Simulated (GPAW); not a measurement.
# Al K-edge XANES of AlCo (Pm-3m), part 4 of 4

How does the Al K edge of AlCo (Pm-3m) move when the bonds are compressed or stretched?

GPAW 26.7.0; X-ray absorption from dipole matrix elements to empty bands, plane-wave PAW LDA.

So far. Step 8 (Spectrum with XCH, Al atom 2): Against the first run the r.m.s. difference is 5 %. The highest intensity below 16 eV goes from 5.7 eV (1.95) to 5.9 eV (1.91). Step 10 (Spectrum with XCH, Al atom 2): The scaled spectrum changes by 4 % r.m.s. The highest intensity below 16 eV goes from 5.7 eV (1.95) to 5.5 eV (1.98).

**12. Spectrum with XCH, Al atom 2**

Shorter bonds are expected to push antibonding states and scattering resonances up, and longer ones down; the cell is scaled to test that.

Changed against the first core-hole run: volume scale from 1 to 1.06.

The input, xas.py:

```python
import numpy as np
from ase import Atoms
from ase.parallel import parprint, paropen
from gpaw import GPAW, PW, FermiDirac, Mixer, MixerDif, setup_paths
from gpaw.test import gen
setup_paths.insert(0, '.')
gen('Al', name='fch1s', xcname='LDA', corehole=(1, 0, 1), write_xml=True)
from gpaw.mpi import world
world.barrier()

atoms = Atoms('Co8Al8',
    cell=[[5.74939933, 0, 0],
     [0, 5.74939933, 0],
     [0, 0, 5.74939933]],
    scaled_positions=[[0.25, 0.25, 0.25],
     [0.25, 0.25, 0.75],
     [0.25, 0.75, 0.25],
     [0.75, 0.25, 0.25],
     [0.25, 0.75, 0.75],
     [0.75, 0.25, 0.75],
     [0.75, 0.75, 0.25],
     [0.75, 0.75, 0.75],
     [0, 0, 0],
     [0, 0, 0.5],
     [0, 0.5, 0],
     [0.5, 0, 0],
     [0, 0.5, 0.5],
     [0.5, 0, 0.5],
     [0.5, 0.5, 0],
     [0.5, 0.5, 0.5]],
    magmoms=[3.0, 3.0, 3.0, 3.0, 3.0, 3.0, 3.0, 3.0, 0.0, 0.0, 0.0, 0.0, 0.0, 0.0, 0.0, 0.0],
    pbc=True)
atoms.calc = calc = GPAW(legacy_gpaw=True, mode=PW(430, force_complex_dtype=True), xc='LDA', setups={8: 'fch1s'},
    kpts={'size': (4, 4, 4), 'gamma': True}, occupations=FermiDirac(0.1),
    charge=-1, mixer=MixerDif(0.05, 8, 50), maxiter=150,
    convergence={'density': 0.0001, 'eigenstates': 1e-6}, txt='scf.txt')
energy = atoms.get_potential_energy() + calc.get_reference_energy()
ef = calc.get_fermi_level()
out = dict(energy=energy, fermi=ef, forces=atoms.get_forces().tolist(), magmoms=atoms.get_magnetic_moments().tolist())
parprint(f'all-electron energy {energy:.4f} eV, Fermi level {ef:.4f} eV')
ev = np.array([[calc.get_eigenvalues(k, s) for k in range(len(calc.get_ibz_k_points()))] for s in range(calc.get_number_of_spins())])
out['homo'], out['lumo'], out['counts'] = ev[ev < ef].max(), ev[ev > ef].min(), sorted(set((ev < ef).sum((0, 2)).tolist()))
out['filled'] = (ev[:, 0] < ef).sum(1).tolist()

from ase.units import Ha
from gpaw.xas import dipole_matrix_elements
nb = int(calc.get_number_of_electrons() / 2) + 156
top, nb = nb, nb + 8 + nb // 12
nscf = calc.fixed_density(kpts={'size': (6, 6, 6), 'gamma': True}, nbands=nb,
    convergence={'bands': top, 'eigenstates': 5e-3}, maxiter=60, txt='nscf.txt')
cell = atoms.cell.array
ops = [cell.T @ U.T @ np.linalg.inv(cell.T) for U in nscf.wfs.kd.symmetry.op_scc]
E = np.arange(-6, 34, 0.1)
fwhm = np.interp(E, [4, 25], [0.9, 3.5])
Y, X, zero, highest = 0, 0, 1e9, 1e9
for spin in range(nscf.get_number_of_spins()):
    wfs = nscf.wfs
    mine = wfs.bd.get_slice()  # this rank's bands
    A = dipole_matrix_elements(wfs.setups[8])
    eps = np.zeros((wfs.kd.nibzkpts, nb))
    d = np.zeros((3, A.shape[1], wfs.kd.nibzkpts, nb), complex)
    for kpt in wfs.kpt_u:
        if kpt.s == spin and 8 in kpt.P_ani:
            eps[kpt.k, mine] = kpt.eps_n * Ha
            d[:, :, kpt.k, mine] = (kpt.weight * wfs.nspins / 2) ** 0.5 * np.inner(A, kpt.P_ani[8])
    world.sum(eps)
    world.sum(d)
    T = np.einsum('amkn,bmkn->abkn', d, d.conj()).real
    T = sum(np.einsum('ai,ijkn,bj->abkn', R, T, R) for R in ops) / len(ops)
    empty = eps > ef
    zero, highest = min(zero, eps[empty].min()), min(highest, eps[:, top - 1].min())
    lines = [(eps, T, empty)] if spin == 0 else lines + [(eps, T, empty)]
for eps, T, empty in lines:
    f = np.einsum('aakn->akn', T).reshape(3, -1)
    x = eps.ravel() - zero
    w = np.interp(x, E, fwhm) / 2.35482
    g = np.exp(-0.5 * ((E[:, None] - x) / w) ** 2) / (w * (2 * np.pi) ** 0.5)
    Y = Y + (f * empty.ravel()) @ g.T
    X = X + (f * ~empty.ravel()) @ g.T
out.update(E=E.round(2).tolist(), xas=Y.tolist(), xes=X.tolist(), zero=zero, valid=highest - zero, nk=len(eps), nb=nb)
for i in range(0, len(E), 10):
    parprint(f'{E[i]:7.2f}', *(f'{v:10.3e}' for v in Y[:, i]))
import json
with paropen('out.json', 'w') as f:
    json.dump(out, f)
```

The run is started by

```console
> OMP_NUM_THREADS=1 mpirun -n 4 gpaw python xas.py
```

Numbers of over 12 decimals in the logs are rounded to 6 here.

Output:

```text
Input parameters:
  charge: -1
  convergence: {density: 0.0001,
                eigenstates: 1e-06}
  kpts: {gamma: True,
         size: (4, 4, 4)}
  maxiter: 150
  mixer: {backend: pulay,
          beta: 0.05,
          method: difference,
          nmaxold: 8,
          weight: 50}
  mode: {ecut: 430.0,
         force_complex_dtype: True,
         name: pw}
  occupations: {fixmagmom: False,
[...]
3s:      -0.683483    -0.683641
3p:      -0.437761    -0.437937
*d:                   -0.137096
*f:                   -0.021062
-------------------------------
all-electron energy -353901.2336 eV, Fermi level 9.6370 eV
  -6.00  3.654e-61  3.654e-61  3.654e-61
  -5.00  1.046e-44  1.046e-44  1.046e-44
  -4.00  3.392e-31  3.392e-31  3.392e-31
  -3.00  1.290e-20  1.290e-20  1.290e-20
[...]
32.00  1.247e-05  1.247e-05  1.247e-05
  33.00  1.234e-05  1.234e-05  1.234e-05
[key lines of the parts left out:]
Converged after 18 iterations.
Dipole moment: (-0.000000, -0.000000, -0.000000) |e|*Ang
Free energy:   -140.945345
Fermi level: 9.63702
```

It took 5.1 min on 4 MPI ranks of Arm Neoverse V2, shared host; peak memory 0.62 GiB.

| E (eV) | first run | this run |
| --- | --- | --- |
| -2.0 | 0.00 | 0.00 |
| -1.0 | 0.00 | 0.00 |
| 0.0 | 0.32 | 0.33 |
| 1.0 | 0.61 | 0.61 |
| 2.0 | 0.35 | 0.33 |
| 3.0 | 0.54 | 0.64 |
| 4.0 | 0.96 | 1.09 |
| 5.0 | 1.52 | 1.83 |
| 6.0 | 1.85 | 1.72 |
| 7.0 | 1.32 | 1.16 |
| 8.0 | 0.93 | 0.96 |
| 9.0 | 1.03 | 1.06 |
| 10.0 | 1.06 | 1.08 |
| 11.0 | 1.12 | 1.04 |
| 12.0 | 1.06 | 1.02 |
| 13.0 | 1.08 | 1.08 |
| 14.0 | 1.08 | 1.06 |
| 15.0 | 1.03 | 1.05 |
| 16.0 | 1.02 | 1.00 |
| 17.0 | 0.98 | 0.96 |
| 18.0 | 0.93 | 0.89 |
| 19.0 | 0.87 | 0.78 |
| 20.0 | 0.77 | 0.68 |
| 21.0 | 0.66 | 0.57 |
| 22.0 | 0.56 | 0.49 |
| 23.0 | 0.47 | 0.47 |
| 24.0 | 0.45 | 0.49 |
| 25.0 | 0.47 | 0.55 |
| 26.0 | 0.54 | 0.63 |
| 27.0 | 0.64 | 0.71 |
| 28.0 | 0.73 | 0.79 |
| 29.0 | 0.81 | 0.87 |
| 30.0 | 0.89 | 0.91 |
| 31.0 | 0.93 | 0.88 |

The scaled spectrum changes by 9 % r.m.s. The highest intensity below 16 eV goes from 5.7 eV (1.95) to 5.4 eV (2.01).

The photon energy of the zero moves by +0.16 eV.

**13. The volumes side by side**

| volume | nearest distance (Å) | shift of the zero (eV) | maximum 1 (eV above own zero) | maximum 2 (eV above own zero) | maximum 3 (eV above own zero) |
| --- | --- | --- | --- | --- | --- |
| 0.94 | 2.392 | -0.17 | 0.7 | 6.0 | 11.8 |
| 0.97 | 2.417 | -0.08 | 0.7 | 5.9 | 11.4 |
| 1 | 2.442 | +0.00 | 0.7 | 5.7 | 11.0 |
| 1.03 | 2.466 | +0.08 | 0.7 | 5.5 | 10.7 |
| 1.06 | 2.490 | +0.16 | 0.7 | 5.4 | 10.3 |

The curves, each shifted by its zero's change so that they share one photon-energy axis, counted from the zero at V × 1:

| E (eV) | V × 0.94 | V × 0.97 | V × 1 | V × 1.03 | V × 1.06 |
| --- | --- | --- | --- | --- | --- |
| -2.0 | 0.00 | 0.00 | 0.00 | 0.00 | 0.00 |
| -1.0 | 0.01 | 0.00 | 0.00 | 0.00 | 0.00 |
| 0.0 | 0.44 | 0.38 | 0.32 | 0.27 | 0.22 |
| 1.0 | 0.59 | 0.60 | 0.61 | 0.62 | 0.62 |
| 2.0 | 0.32 | 0.33 | 0.35 | 0.36 | 0.38 |
| 3.0 | 0.50 | 0.52 | 0.54 | 0.56 | 0.58 |
| 4.0 | 0.88 | 0.92 | 0.96 | 0.99 | 1.03 |
| 5.0 | 1.37 | 1.44 | 1.52 | 1.60 | 1.68 |
| 6.0 | 1.86 | 1.86 | 1.85 | 1.84 | 1.82 |
| 7.0 | 1.38 | 1.35 | 1.32 | 1.28 | 1.25 |
| 8.0 | 0.95 | 0.94 | 0.93 | 0.94 | 0.95 |
| 9.0 | 1.00 | 1.01 | 1.03 | 1.04 | 1.06 |
| 10.0 | 1.04 | 1.05 | 1.06 | 1.07 | 1.07 |
| 11.0 | 1.13 | 1.13 | 1.12 | 1.09 | 1.06 |
| 12.0 | 1.16 | 1.11 | 1.06 | 1.02 | 1.01 |
| 13.0 | 1.11 | 1.09 | 1.08 | 1.08 | 1.08 |
| 14.0 | 1.12 | 1.09 | 1.08 | 1.07 | 1.06 |
| 15.0 | 1.05 | 1.03 | 1.03 | 1.04 | 1.05 |
| 16.0 | 1.01 | 1.01 | 1.02 | 1.02 | 1.01 |
| 17.0 | 0.99 | 0.99 | 0.98 | 0.97 | 0.96 |
| 18.0 | 0.95 | 0.94 | 0.93 | 0.92 | 0.90 |
| 19.0 | 0.91 | 0.90 | 0.87 | 0.84 | 0.80 |
| 20.0 | 0.85 | 0.81 | 0.77 | 0.73 | 0.69 |
| 21.0 | 0.75 | 0.71 | 0.66 | 0.62 | 0.58 |
| 22.0 | 0.65 | 0.60 | 0.56 | 0.52 | 0.50 |
| 23.0 | 0.54 | 0.50 | 0.47 | 0.46 | 0.47 |
| 24.0 | 0.46 | 0.45 | 0.45 | 0.46 | 0.48 |
| 25.0 | 0.43 | 0.45 | 0.47 | 0.50 | 0.54 |
| 26.0 | 0.46 | 0.50 | 0.54 | 0.58 | 0.62 |
| 27.0 | 0.53 | 0.59 | 0.64 | 0.67 | 0.70 |
| 28.0 | 0.64 | 0.69 | 0.73 | 0.75 | 0.78 |
| 29.0 | 0.75 | 0.78 | 0.81 | 0.83 | 0.86 |

**14. Summary of results**

* absorber and edge: Al K, atom 2 of the ground-state input (counted from 1)
* surroundings: 8 Co at 2.44 Å and 6 Al at 2.82 Å (cube and octahedron, as in bcc, site symmetry m-3m)
* highest intensity below 16 eV: 5.7 eV above the zero, height 1.95
* photon energy of the zero (spin-polarised hole, raw): 1549.2 eV (LDA puts this hole about 7 eV below PBE, itself good to a few eV)

**Reading.** From V × 0.94 to V × 1.06 the nearest distance grows by 0.098 Å and the zero moves by +0.33 eV. Above their own zero, the maxima move from 0.7 to 0.7 eV, from 6.0 to 5.4 eV and from 11.8 to 10.3 eV. The one highest in energy moves most, in the direction that the rule ΔE·R² ≈ constant for scattering resonances gives. The Al K edge of atom 2, with 8 Co at 2.44 Å and 6 Al at 2.82 Å (cube and octahedron, as in bcc, site symmetry m-3m), has its highest intensity of the first 16 eV at 5.7 eV above the zero, near 1555 eV in photon energy (LDA puts this hole about 7 eV below PBE, itself good to a few eV), 1.9 times the mean level of the first 20 eV (Gaussian full width 0.9 eV up to 4 eV, rising linearly to 3.5 eV at 25 eV). The hole lies in one spin channel, while the script sums the empty states of both and takes the lower zero; where the two channels are split, this blurs and shifts the curve. The starting moments shrank to 0.00 μB or less, so this is hardly a magnetic state. The holes are only 5.6 Å apart, so the shape is probably not converged with cell size; no larger cell was run here. Lifetime broadening is put in by hand, and intensities beyond about 20 eV depend on it and on the partial waves; weight that the partial waves miss at high energy is lost. The structure is a computed Materials Project entry and may be a hypothetical form.

[Banner, clock and machine lines of the logs are left out without a mark of their own.]

[Logs are printed without paths, hosts, clocks, repeated set-up lines and the standing remarks that a program may print on its own settings, such as how far it seeks lower states.]

[Hosts, paths, dates, database ids (printed as entryN), source tags and the programs' standing remarks are cut or masked in the printed files.]

[Lists of maxima count a maximum above −3 eV only where it reaches 4 % of the highest in the window and stands out from its surroundings by 2 % of it (1.5 % where it reaches 55 %); shoulders and weaker maxima are passed over, and of the rest the first, up to two pre-edge ones and the few strongest are named.]
